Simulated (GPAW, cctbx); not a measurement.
## Reading charge transfer from structure factors

CdGaSe2, P-4m2 (no. 115), a = 4.4748 Å, b = 4.4748 Å, c = 5.7552 Å, α = 90.00°, β = 90.00°, γ = 90.00°.

| atom | mult. | x | y | z |
| --- | --- | --- | --- | --- |
| Cd1 | 1 | 0 | 0 | 0 |
| Se1 | 2 | 1/2 | 0 | 0.2678 |
| Ga1 | 1 | 1/2 | 1/2 | 1/2 |

The start was made by putting kin elements into a known structure type; the compound need not exist, or be stable, in this form.

Absolute values of the static structure factors of the conventional cell from DFT (PBE, GPAW) against free spherical atoms, in electrons:

```
hkl  d (Å)  free atoms  crystal
001  5.755        9.22     9.07
100  4.475       15.93    15.81
101  3.533       91.06    91.20
110  3.164       10.29    10.00
002  2.878       11.54    11.38
111  2.773       20.65    20.63
102  2.420       18.20    18.21
200  2.237      113.56   113.51
112  2.129      110.32   110.20
201  2.085        7.41     7.43
```

**Question.** Which way does charge move, and which reflections show it best?

Project each element's phase sum on the total phase. |F| rises if density moves to atoms that scatter in phase and falls if it moves to atoms that scatter against it; the rule is for low angles, since changes of shape take over beyond. Where all elements are in phase the terms compete, and the compactness of the donor's and the acceptor's density matters too.

| hkl | Cd in phase | Se in phase | Ga in phase | change (e) | (%) |
| --- | --- | --- | --- | --- | --- |
| 001 | +1.0 | -0.2 | -1.0 | -0.15 | -1.6 |
| 100 | +1.0 | 0.0 | -1.0 | -0.12 | -0.8 |
| 101 | +0.8 | +1.3 | +0.8 | +0.14 | +0.2 |
| 110 | +1.0 | -2.0 | +1.0 | -0.28 | -2.8 |
| 002 | +1.0 | -2.0 | +1.0 | -0.17 | -1.5 |
| 111 | +1.0 | +0.2 | -1.0 | -0.01 | -0.1 |
| 102 | +0.8 | +0.3 | -0.8 | +0.01 | 0.0 |
| 200 | +1.0 | +2.0 | +1.0 | -0.05 | 0.0 |

Low-angle reflections that set elements apart and change by more than 0.05 e: 001, 100, 110 and 002 (111 and 102 hardly move and tell little). The signs fit a gain of density on Se and a loss on Cd and Ga. The best witness is 110, -2.8 %, where Se enters with -2.0. The real-space density agrees: Voronoi charges Cd +0.33, Se -0.23, Ga +0.12 e. The shortest bond, Se–Ga, has Δρ = +0.07 e/Å³ at its midpoint.

[Outputs are excerpts: Python notices, other lines and further rows are left out; steps that failed or that the build refused (PBEsol, TPSS) are not shown.]

[Logs are printed without paths, hosts, clocks, repeated set-up lines and the standing remarks that a program may print on its own settings, such as how far it seeks lower states.]
